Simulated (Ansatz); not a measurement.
## Electron scattering at the Σ5 (210) boundary in fcc Al, starting shift (0.33, 0)

Aim: the relaxed structure and the specific resistance of the Σ5 (210) boundary in fcc Al, starting shift (0.33, 0).

Method: Ansatz plane-wave DFT, PBE, PAW files; relaxation of a bicrystal slab with its lowest layers held; PAW set soft_1, in the first sound run; inputs show where later runs differ, in Ansatz 0.2.0.

## 1. The starting structure

The cell holds 21 atoms: 21 Al. Cell: a = 4.958 Å, b = 4.048 Å, c = 30.208 Å, α = 90.0°, β = 90.0°, γ = 65.9°. It derives from Al. built on the (2 1 0) plane; 2 overlapping atoms removed and the grains opened by 0.2 Å. Vacuum lies along c.

## 2. Relaxing the bicrystal

The boundary is built by mirroring the lower grain in the boundary plane and removing any atoms that overlap. A thin bicrystal slab is relaxed first, with the lowest layers held and the upper grain free to shift and open.

Input file input.yaml:

```yaml
crystal:
  lattice:
    - [4.957730497, 0.0, 0.0]
    - [1.6525768323, 3.6952741352, 0.0]
    - [0.0, 0.0, 30.2082257911]
  atoms:
    - { symbol: Al, position: [0.6, 0.7000000001, 0.1655178306] }
    - { symbol: Al, position: [0.2, 0.4000000001, 0.195481643] }
    - { symbol: Al, position: [0.8, 0.1000000001, 0.2254454553] }
    - { symbol: Al, position: [0.4, 0.8000000001, 0.2554092677] }
    - { symbol: Al, position: [1.0, 0.5000000001, 0.28537308] }
    - { symbol: Al, position: [0.6, 0.2, 0.3153368924] }
    - { symbol: Al, position: [0.2, 0.9, 0.3453007047] }
    - { symbol: Al, position: [0.8, 0.6, 0.3752645171] }
    - { symbol: Al, position: [0.4, 0.3, 0.4052283294] }
    - { symbol: Al, position: [0.0, 0.0, 0.4351921418] }
    - { symbol: Al, position: [0.13, 0.6, 0.5017404797] }
    - { symbol: Al, position: [0.53, 0.9, 0.5317042921] }
    - { symbol: Al, position: [0.93, 0.2, 0.5616681044] }
    - { symbol: Al, position: [0.33, 0.5000000001, 0.5916319168] }
    - { symbol: Al, position: [0.73, 0.8000000001, 0.6215957291] }
    - { symbol: Al, position: [0.13, 0.1000000001, 0.6515595415] }
    - { symbol: Al, position: [0.53, 0.4000000001, 0.6815233538] }
    - { symbol: Al, position: [0.93, 0.7000000001, 0.7114871662] }
    - { symbol: Al, position: [0.33, 1.0e-10, 0.7414509785] }
    - { symbol: Al, position: [0.73, 0.3000000001, 0.7714147909] }
    - { symbol: Al, position: [0.13, 0.6000000001, 0.8013786032] }
kpoints:
  mp_grid: { grid: [6, 6, 1] }
hamiltonian:
  xc: pbe
  pseudopotentials: { kind: paw, azcp: { folder: soft_1 } }
scf:
  occupations: { method: fermi_dirac, width: 0.1 }
relax:
  f_tol: 0.03
  max_steps: 80
  constraints: [{ sites: [0, 1, 2, 3] }]
```

Started as:

```console
> ansatz run input.yaml --threads 4 --pin off --max-ram 15360MiB --backend cpu --events-out ev --progress --plain --runs-dir out
```

Numbers of over 12 decimals in the logs are rounded to 6 here.

What it wrote:

```text
Engine: ansatz 0.2.0, aarch64-unknown-linux-gnu
Pseudopotentials: kind: paw
Pseudopotential: Al, paw, valence charge 3, recommended cutoff 420 eV (normal), soft_1/Al.paw.azcp
Functional definition: PBE
  parameter kappa = 0.804
  parameter beta = 0.066725
  exchange = pbe_x(kappa = kappa, mu = beta*pi^2/3)
  correlation = pbe_c(beta = beta)
Crystal: 21 atoms, lattice volume = 553.420 Å³
Basis set: ecut = 420 eV, 10825 PW (Γ), exchange–correlation on 72×60×432 points (8 copies of the dense FFT grid, shifted against one another)
Bands: 53, of which v1, the nominal top of the filled ones, is band 32 counted from 1 (31 counted from 0)
Symmetry: 1 space group operations
Space group: P1 (ITA 1), of the structure as read, at distance tolerance 8.2e-5 Å
k-points: 20 of 36 (time reversal used)
Non-local potential: Al, projectors of the file, l = 0: 2, l = 1: 2, l = 2: 1
PAW form: soft (Blöchl's): semilocal exchange-correlation on the pseudo side does not see the compensation charge
PAW one-centre angular grid: Al, 110 points (default); XC on 64 Gauss nodes
Initial density: superposition of atomic densities (neutral atoms: chi_scale 0, normalization atom)
Initial wavefunctions: pseudopotential atomic-orbital guess
Functional: x = pbe(κ = 0.804, μ = 0.219515), c = pbe(β = 0.066725)
SCF iter   1: F=—  HF=-11286.489730 eV  |F-HF|=—  |Δ(HF+E_count)|=         —  Δρ=2.14e-2  dr2=2.69e1  ethr=3.10e-3  ⟨swp⟩=9.4  Hψ=6366  notcnv=0  defer=12
preconditioner: auto → LDOS  [metal: Δε(μ)=0.062 eV  Ē_g=6.426 eV  σ=0.100 eV  W_gap=0.15  n_scr=80 (ndim 8)  ℏωp=12.5 eV  f_vac=0.229  D(μ)=9.27/eV (n_scr^D=50)  β→1.0]
SCF iter   2: F=—  HF=-11284.208588 eV  |F-HF|=—  |Δ(HF+E_count)|=    2.28e0  Δρ=8.70e-3  dr2=3.34e0  ethr=3.10e-3  ⟨swp⟩=5.2  Hψ=2729  notcnv=0  defer=52
SCF iter   3: F=—  HF=-11284.046414 eV  |F-HF|=—  |Δ(HF+E_count)|=   1.62e-1  Δρ=1.71e-3  dr2=8.05e-2  ethr=3.10e-3  ⟨swp⟩=3.5  Hψ=1732  notcnv=0  defer=50
SCF iter   4: F=—  HF=-11284.038487 eV  |F-HF|=—  |Δ(HF+E_count)|=   7.93e-3  Δρ=4.38e-4  dr2=4.74e-3  ethr=1.28e-4  ⟨swp⟩=3.0  Hψ=2117  notcnv=0  defer=36
SCF iter   5: F=—  HF=-11284.038622 eV  |F-HF|=—  |Δ(HF+E_count)|=   1.35e-4  Δρ=1.17e-4  dr2=5.17e-4  ethr=7.53e-6  ⟨swp⟩=2.0  Hψ=1558  notcnv=0  defer=36
SCF iter   6: F=-11284.038630 eV  HF=-11284.038631 eV  |F-HF|=9.04e-7  |Δ(HF+E_count)|=   9.36e-6  Δρ=2.29e-5  dr2=6.85e-6  ethr=3.57e-8  ⟨swp⟩=4.3  Hψ=4162  notcnv=0
SCF 1 converged in 6 iterations: F = -11284.038630 eV  dr2 = 6.85e-6
  greatest PAW one-centre occupation: 0.505 electrons in one spin orbital (limit 2), on the Al atom at site 0 (counted from 0), in its partial waves of l = 0
relax step   1: F+E_penalty+E_count = -11284.03863042 eV  Δ(F+E_penalty+E_count) = +0.000e0 eV  max|allowed force component| = 6.934e-1 eV/Å  Δτ_max = 0.0000 Å  (6 SCF iters, dr2 threshold 2.25e-5 eV, accepted)
Initial density: handed on by an earlier stage of this run
Initial wavefunctions: those handed on with the density
iter 1 solved again at ethr=6.10e-4 eV; its pass at ethr=3.10e-3 eV (dr2=3.84e-1 eV) is discarded
SCF iter   1: F=—  HF=-11284.337360 eV  |F-HF|=—  |Δ(HF+E_count)|=         —  Δρ=3.32e-3  dr2=5.10e-1  ethr=6.10e-4  ⟨swp⟩=1.2  Hψ=4637  notcnv=0  defer=35
eigensolver tolerance schedule calibrated: the retry pair's looser diagonalisation under-reported the residual by θ = 0.25 (0.35/decade); ethr = c·dr2/N_el runs at the constant in force after the calibration composes with the one it found (an armed cap, an earlier calibration), c = 8.3e-3
preconditioner: auto → LDOS  [metal: Δε(μ)=0.018 eV  Ē_g=6.279 eV  σ=0.100 eV  W_gap=0.04  n_scr=80 (ndim 8)  ℏωp=12.5 eV  f_vac=0.242  D(μ)=9.10/eV (n_scr^D=46)  β→1.0]
SCF iter   2: F=—  HF=-11284.295921 eV  |F-HF|=—  |Δ(HF+E_count)|=   4.14e-2  Δρ=1.04e-3  dr2=1.63e-2  ethr=6.68e-5  ⟨swp⟩=3.4  Hψ=2304  notcnv=0  defer=35
SCF iter   3: F=—  HF=-11284.294878 eV  |F-HF|=—  |Δ(HF+E_count)|=   1.04e-3  Δρ=3.02e-4  dr2=2.23e-3  ethr=2.13e-6  ⟨swp⟩=2.8  Hψ=2005  notcnv=0  defer=36
SCF iter   4: F=—  HF=-11284.294549 eV  |F-HF|=—  |Δ(HF+E_count)|=   3.28e-4  Δρ=1.01e-4  dr2=2.99e-4  ethr=2.92e-7  ⟨swp⟩=2.2  Hψ=1750  notcnv=0  defer=36
SCF iter   5: F=-11284.294499 eV  HF=-11284.294511 eV  |F-HF|=1.13e-5  |Δ(HF+E_count)|=   3.88e-5  Δρ=2.39e-5  dr2=1.43e-5  ethr=3.94e-9  ⟨swp⟩=2.5  Hψ=4220  notcnv=0
SCF 2 converged in 5 iterations: F = -11284.294499 eV  dr2 = 1.43e-5
  greatest PAW one-centre occupation: 0.504 electrons in one spin orbital (limit 2), on the Al atom at site 0 (counted from 0), in its partial waves of l = 0
relax step   2: F+E_penalty+E_count = -11284.29449918 eV  Δ(F+E_penalty+E_count) = -2.559e-1 eV  max|allowed force component| = 2.649e-1 eV/Å  Δτ_max = 0.1931 Å  (5 SCF iters, dr2 threshold 3.00e-5 eV, accepted)
iter 1 solved again at ethr=7.43e-4 eV; its pass at ethr=3.10e-3 eV (dr2=4.68e-1 eV) is discarded
SCF iter   1: F=—  HF=-11284.473257 eV  |F-HF|=—  |Δ(HF+E_count)|=         —  Δρ=3.66e-3  dr2=5.42e-1  ethr=7.43e-4  ⟨swp⟩=1.2  Hψ=4584  notcnv=0  defer=44
eigensolver tolerance schedule calibrated: the retry pair's looser diagonalisation under-reported the residual by θ = 0.14 (0.22/decade); ethr = c·dr2/N_el runs at the constant in force after the calibration composes with the one it found (an armed cap, an earlier calibration), c = 2.1e-2
preconditioner: auto → LDOS  [metal: Δε(μ)=0.005 eV  Ē_g=6.283 eV  σ=0.100 eV  W_gap=0.01  n_scr=80 (ndim 8)  ℏωp=12.5 eV  f_vac=0.246  D(μ)=8.68/eV (n_scr^D=34)  β→1.0]
SCF iter   2: F=—  HF=-11284.430276 eV  |F-HF|=—  |Δ(HF+E_count)|=   4.30e-2  Δρ=1.17e-3  dr2=2.46e-2  ethr=1.80e-4  ⟨swp⟩=2.0  Hψ=1863  notcnv=0  defer=44
SCF iter   3: F=—  HF=-11284.428457 eV  |F-HF|=—  |Δ(HF+E_count)|=   1.82e-3  Δρ=3.19e-4  dr2=2.95e-3  ethr=8.19e-6  ⟨swp⟩=2.9  Hψ=1904  notcnv=0  defer=44
SCF iter   4: F=—  HF=-11284.428026 eV  |F-HF|=—  |Δ(HF+E_count)|=   4.31e-4  Δρ=8.46e-5  dr2=2.15e-4  ethr=9.79e-7  ⟨swp⟩=2.5  Hψ=1877  notcnv=0  defer=45
SCF iter   5: F=—  HF=-11284.427996 eV  |F-HF|=—  |Δ(HF+E_count)|=   2.93e-5  Δρ=1.64e-5  dr2=5.50e-6  ethr=7.14e-8  ⟨swp⟩=2.1  Hψ=1675  notcnv=0  defer=45
SCF iter   6: F=-11284.427995 eV  HF=-11284.427996 eV  |F-HF|=5.25e-8  |Δ(HF+E_count)|=   7.93e-7  Δρ=3.24e-6  dr2=1.42e-7  ethr=1.46e-9  ⟨swp⟩=4.6  Hψ=3213  notcnv=0
SCF 3 converged in 6 iterations: F = -11284.427995 eV  dr2 = 1.42e-7
relax step   3: F+E_penalty+E_count = -11284.42799545 eV  Δ(F+E_penalty+E_count) = -1.335e-1 eV  max|allowed force component| = 1.885e-1 eV/Å  Δτ_max = 0.1931 Å  (6 SCF iters, dr2 threshold 4.39e-6 eV, accepted)
[... from here on, the SCF cycles and remarks between the steps are left out ...]
relax step   4: F+E_penalty+E_count = -11284.53467085 eV  Δ(F+E_penalty+E_count) = -1.067e-1 eV  max|allowed force component| = 1.249e-1 eV/Å  Δτ_max = 0.2000 Å  (5 SCF iters, dr2 threshold 5.19e-6 eV, accepted)
relax step   5: F+E_penalty+E_count = -11284.61690073 eV  Δ(F+E_penalty+E_count) = -8.223e-2 eV  max|allowed force component| = 6.454e-2 eV/Å  Δτ_max = 0.1944 Å  (5 SCF iters, dr2 threshold 6.86e-6 eV, accepted)
relax step   6: F+E_penalty+E_count = -11284.68310814 eV  Δ(F+E_penalty+E_count) = -6.621e-2 eV  max|allowed force component| = 6.886e-2 eV/Å  Δτ_max = 0.1956 Å  (5 SCF iters, dr2 threshold 1.11e-6 eV, accepted)
relax step   7: F+E_penalty+E_count = -11284.72016507 eV  Δ(F+E_penalty+E_count) = -3.706e-2 eV  max|allowed force component| = 4.456e-2 eV/Å  Δτ_max = 0.1967 Å  (5 SCF iters, dr2 threshold 1.27e-6 eV, accepted)
relax step   8: F+E_penalty+E_count = -11284.73874568 eV  Δ(F+E_penalty+E_count) = -1.858e-2 eV  max|allowed force component| = 7.382e-2 eV/Å  Δτ_max = 0.1954 Å  (6 SCF iters, accepted)
relax step   9: F+E_penalty+E_count = -11284.75755939 eV  Δ(F+E_penalty+E_count) = -1.881e-2 eV  max|allowed force component| = 5.627e-2 eV/Å  Δτ_max = 0.1956 Å  (5 SCF iters, dr2 threshold 2.28e-6 eV, accepted)
relax step  10: F+E_penalty+E_count = -11284.76937637 eV  Δ(F+E_penalty+E_count) = -1.182e-2 eV  max|allowed force component| = 4.507e-2 eV/Å  Δτ_max = 0.1938 Å  (6 SCF iters, dr2 threshold 1.84e-6 eV, accepted)
relax step  11: F+E_penalty+E_count = -11284.77444089 eV  Δ(F+E_penalty+E_count) = -5.065e-3 eV  max|allowed force component| = 4.186e-2 eV/Å  Δτ_max = 0.1935 Å  (6 SCF iters, dr2 threshold 1.18e-6 eV, accepted)
relax step  12: F+E_penalty+E_count = -11284.77554062 eV  Δ(F+E_penalty+E_count) = -1.100e-3 eV  max|allowed force component| = 2.137e-2 eV/Å  Δτ_max = 0.0405 Å  (5 SCF iters, dr2 threshold 1.12e-6 eV, accepted)
iter 1 solved again at ethr=1.06e-10 eV; its pass at ethr=3.10e-3 eV (dr2=6.65e-8 eV) is discarded
SCF iter   1: F=—  HF=-11284.775501 eV  |F-HF|=—  |Δ(HF+E_count)|=         —  Δρ=2.54e-6  dr2=6.75e-8  ethr=1.06e-10  ⟨swp⟩=1.0  Hψ=2600  notcnv=0  defer=51
preconditioner: auto → LDOS  [metal: Δε(μ)=0.012 eV  Ē_g=6.395 eV  σ=0.100 eV  W_gap=0.03  n_scr=80 (ndim 8)  ℏωp=12.5 eV  f_vac=0.265  D(μ)=8.36/eV (n_scr^D=32)  β→1.0]
SCF iter   2: F=-11284.775541 eV  HF=-11284.775541 eV  |F-HF|=7.83e-9  |Δ(HF+E_count)|=   3.94e-5  Δρ=1.50e-6  dr2=2.48e-8  ethr=1.06e-10  ⟨swp⟩=5.0  Hψ=3306  notcnv=0
SCF 13 converged in 2 iterations: F = -11284.775541 eV  dr2 = 2.48e-8
relax step  13: F+E_penalty+E_count = -11284.77554064 eV  Δ(F+E_penalty+E_count) = -1.778e-8 eV  max|allowed force component| = 2.132e-2 eV/Å  Δτ_max = 0.0000 Å  (2 SCF iters, accepted)
SCF converged after 2 iterations
Free energy (F): -11284.775541 eV
Harris-Foulkes:  -11284.775541 eV  (|F-HF|=7.83e-9)
Internal energy: -11284.496647 eV  (E = F + TS)
E sigma→0 (E₀):  -11284.636094 eV
Entropy (-TS):   -0.278893 eV (-13.281 meV/atom)
Fermi energy:    3.434522 eV
--- Per-component energies (eV) ---
  E_band       = -47.078677
  E_kinetic    = 456.190904
  E_local      = -11749.053154  (includes V_loc(G=0)·N_el)
  E_nonlocal   = 211.939874
  E_hartree    = 5853.361397
  E_xc         = -781.861704
  E_vxc        = -599.637150  (∫ρ·V_xc dr)
  E_paw        = -9857.192564  (= ΣΔE_a)
  E_vpaw       = -73.242889  (= ΣTr[D̂ρ^β])
  E_aug_tail   = -0.000042  (compensation charges beyond the density's cutoff)
  E_ewald      = 4582.118642
  E_smearing   = -0.278893  (= −TS)
  E_closure    = 0.000000  (closes the sum)
  Σ components = -11284.775541   (vs F -11284.775541, Δ=0.00e0)
--- Forces (eV/Å), atoms counted from 1 ---
  atom   1  Al    -0.00994589     0.00418453     0.29578060
  atom   2  Al    -0.07365576     0.03379396    -0.26112439
  atom   3  Al     0.07985619    -0.03389195    -0.05898023
  atom   4  Al     0.01724166    -0.00392270     0.01762304
  atom   5  Al    -0.00005297    -0.00376822    -0.00169148
  atom   6  Al    -0.00588862     0.00818199     0.00301263
  atom   7  Al     0.00103728    -0.00180560    -0.00584875
  atom   8  Al    -0.00196542    -0.00000838     0.00354148
  atom   9  Al    -0.00685067     0.00320308    -0.00826979
  atom  10  Al     0.01324033    -0.00815838     0.00070702
  atom  11  Al    -0.01019861     0.00836182     0.00533121
  atom  12  Al     0.00445724     0.00241973     0.00687206
  atom  13  Al     0.00106818    -0.01132710    -0.00079338
  atom  14  Al    -0.00551023     0.00288772     0.00434982
  atom  15  Al     0.00122797    -0.00053498     0.00871994
  atom  16  Al     0.00626031     0.00157746    -0.02132385
  atom  17  Al    -0.00721223     0.00426318    -0.01394797
  atom  18  Al    -0.00512687    -0.00127195    -0.00298632
  atom  19  Al     0.00339937    -0.00436414     0.01385960
  atom  20  Al    -0.00675017     0.00118612     0.01241649
  atom  21  Al     0.00534691    -0.00099075     0.00275153
  max |Σ_I F_I| component: 2.20e-5 eV/Å
--- Relaxed structure (13 steps of the walk, 13 accepted, 0 SCFs on fresh bases) ---
  F+E_penalty+E_count = -11284.77554064 eV   max|allowed force component| = 2.132e-2 eV/Å
  atoms:
    - { symbol: Al, position: [0.6, 0.700000, 0.1655178306] }
    - { symbol: Al, position: [0.2, 0.4000000001, 0.195482] }
    - { symbol: Al, position: [0.800000, 0.1000000001, 0.2254454553] }
    - { symbol: Al, position: [0.4, 0.8000000001, 0.2554092677] }
    - { symbol: Al, position: [1.008229, 0.496335, 0.285914] }
    - { symbol: Al, position: [0.615321, 0.192731, 0.314095] }
    - { symbol: Al, position: [0.205338, 0.898198, 0.345500] }
    - { symbol: Al, position: [0.808765, 0.597158, 0.377702] }
    - { symbol: Al, position: [0.404160, 0.299030, 0.400013] }
    - { symbol: Al, position: [-0.035268, 0.021883, 0.444481] }
    - { symbol: Al, position: [0.357038, 0.327245, 0.485030] }
    - { symbol: Al, position: [0.757809, 0.626436, 0.506133] }
    - { symbol: Al, position: [1.151948, -0.069387, 0.539371] }
    - { symbol: Al, position: [0.561642, 0.225467, 0.570808] }
    - { symbol: Al, position: [0.955048, 0.529062, 0.598548] }
    - { symbol: Al, position: [0.355555, -0.171213, 0.628931] }
    - { symbol: Al, position: [0.753133, 0.130384, 0.659280] }
    - { symbol: Al, position: [1.140035, 0.437293, 0.687845] }
    - { symbol: Al, position: [0.541944, -0.263507, 0.718978] }
    - { symbol: Al, position: [0.932654, 0.041206, 0.752119] }
    - { symbol: Al, position: [0.325952, 0.344433, 0.773769] }
```

Elapsed: 2.3 min, on 4 threads of Arm Neoverse V1, shared host; peak memory 1.1 GiB; 8.9 min of CPU time.

The steps of the relaxation:

| step | energy less that of the first step (eV) | largest force component (eV/Å) |
| --- | --- | --- |
| 1 | 0.0000 | 0.6934 |
| 2 | -0.2559 | 0.2649 |
| 3 | -0.3894 | 0.1885 |
| 4 | -0.4960 | 0.1250 |
| 5 | -0.5783 | 0.0645 |
| 6 | -0.6445 | 0.0689 |
| 7 | -0.6815 | 0.0446 |
| 8 | -0.7001 | 0.0738 |
| 9 | -0.7189 | 0.0563 |
| 10 | -0.7307 | 0.0451 |
| 11 | -0.7358 | 0.0419 |
| 12 | -0.7369 | 0.0214 |
| 13 | -0.7369 | 0.0213 |

The atoms that moved most (Å):

| atom | dx | dy | dz | length |
| --- | --- | --- | --- | --- |
| Al12 | 0.677 | -1.011 | -0.772 | 1.441 |
| Al15 | 0.668 | -1.001 | -0.696 | 1.390 |
| Al16 | 0.670 | -1.002 | -0.684 | 1.386 |
| Al14 | 0.695 | -1.014 | -0.629 | 1.381 |
| Al21 | 0.549 | -0.944 | -0.834 | 1.374 |
| Al17 | 0.661 | -0.996 | -0.672 | 1.371 |
| Al13 | 0.655 | -0.995 | -0.674 | 1.369 |
| Al18 | 0.607 | -0.971 | -0.714 | 1.349 |

Numbers from this step:

```
free energy             : -11284.7755 eV
energy at zero smearing : -11284.6361 eV
Fermi energy            : 3.435 eV
```

The largest force component on a free atom ends at 0.021 eV/Å, under the tolerance of 0.03, after 13 steps.

(Continued in part 2 of 3.)

[Logs are printed without paths, hosts, clocks, repeated set-up lines and the standing remarks that a program may print on its own settings, such as how far it seeks lower states.]

[Hosts, paths, dates, database ids (printed as entryN), source tags and the programs' standing remarks are cut or masked in the printed files.]
